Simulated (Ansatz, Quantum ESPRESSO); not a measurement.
# 1T-SnSe2, 2 layers, AA stacking against a metal electrode: the electrode's level over the Fermi level at a withheld member of a series

How the rows were computed: Quantum ESPRESSO 7.5, PBE, GBRV ultrasoft. The slab is relaxed neutral under PBE-D3(BJ), then held. ESM with bc3: vacuum below and a metal electrode about 6 Å above the top atoms. Fermi-Dirac smearing of 0.004 Ry and a dense mesh. Charges are set per cell from the starting area. The series steps the charge of the slab (positive: electrons removed).

| charge of the slab | electrode's level over the Fermi level (eV) |
| --- | --- |
| 1 ×10¹³ e/cm² | 6.525 |
| 2 ×10¹³ e/cm² | 7.328 |
| 3 ×10¹³ e/cm² | 8.116 |
| 6 ×10¹³ e/cm² | 10.462 |
| 7 ×10¹³ e/cm² | 11.244 |
| 8 ×10¹³ e/cm² | 12.027 |

To predict: What is the electrode's level over the Fermi level at 4.5 ×10¹³ e/cm²?

**Fit.** The rows at 3 ×10¹³ e/cm² and 6 ×10¹³ e/cm² give a slope of (10.462 − (8.116))/(6 − (3)) = 0.782, so a straight line gives 9.289 eV. A parabola through these and the row at 2 ×10¹³ e/cm² gives 9.292 eV.

**The withheld run.** 9.290 eV. The line misses by −0.001 and the parabola by +0.002 eV. Both misses are under 5 % of the step from the nearer row.

**Limits.** Vacuum fills the gap; ions don't answer the charge; added electrons can spill towards the electrode at the most negative charges. Charges count on the starting cell, which the relaxation changed by some per cent. Members without a usable value, or on the other side of zero field or charge, are not listed.
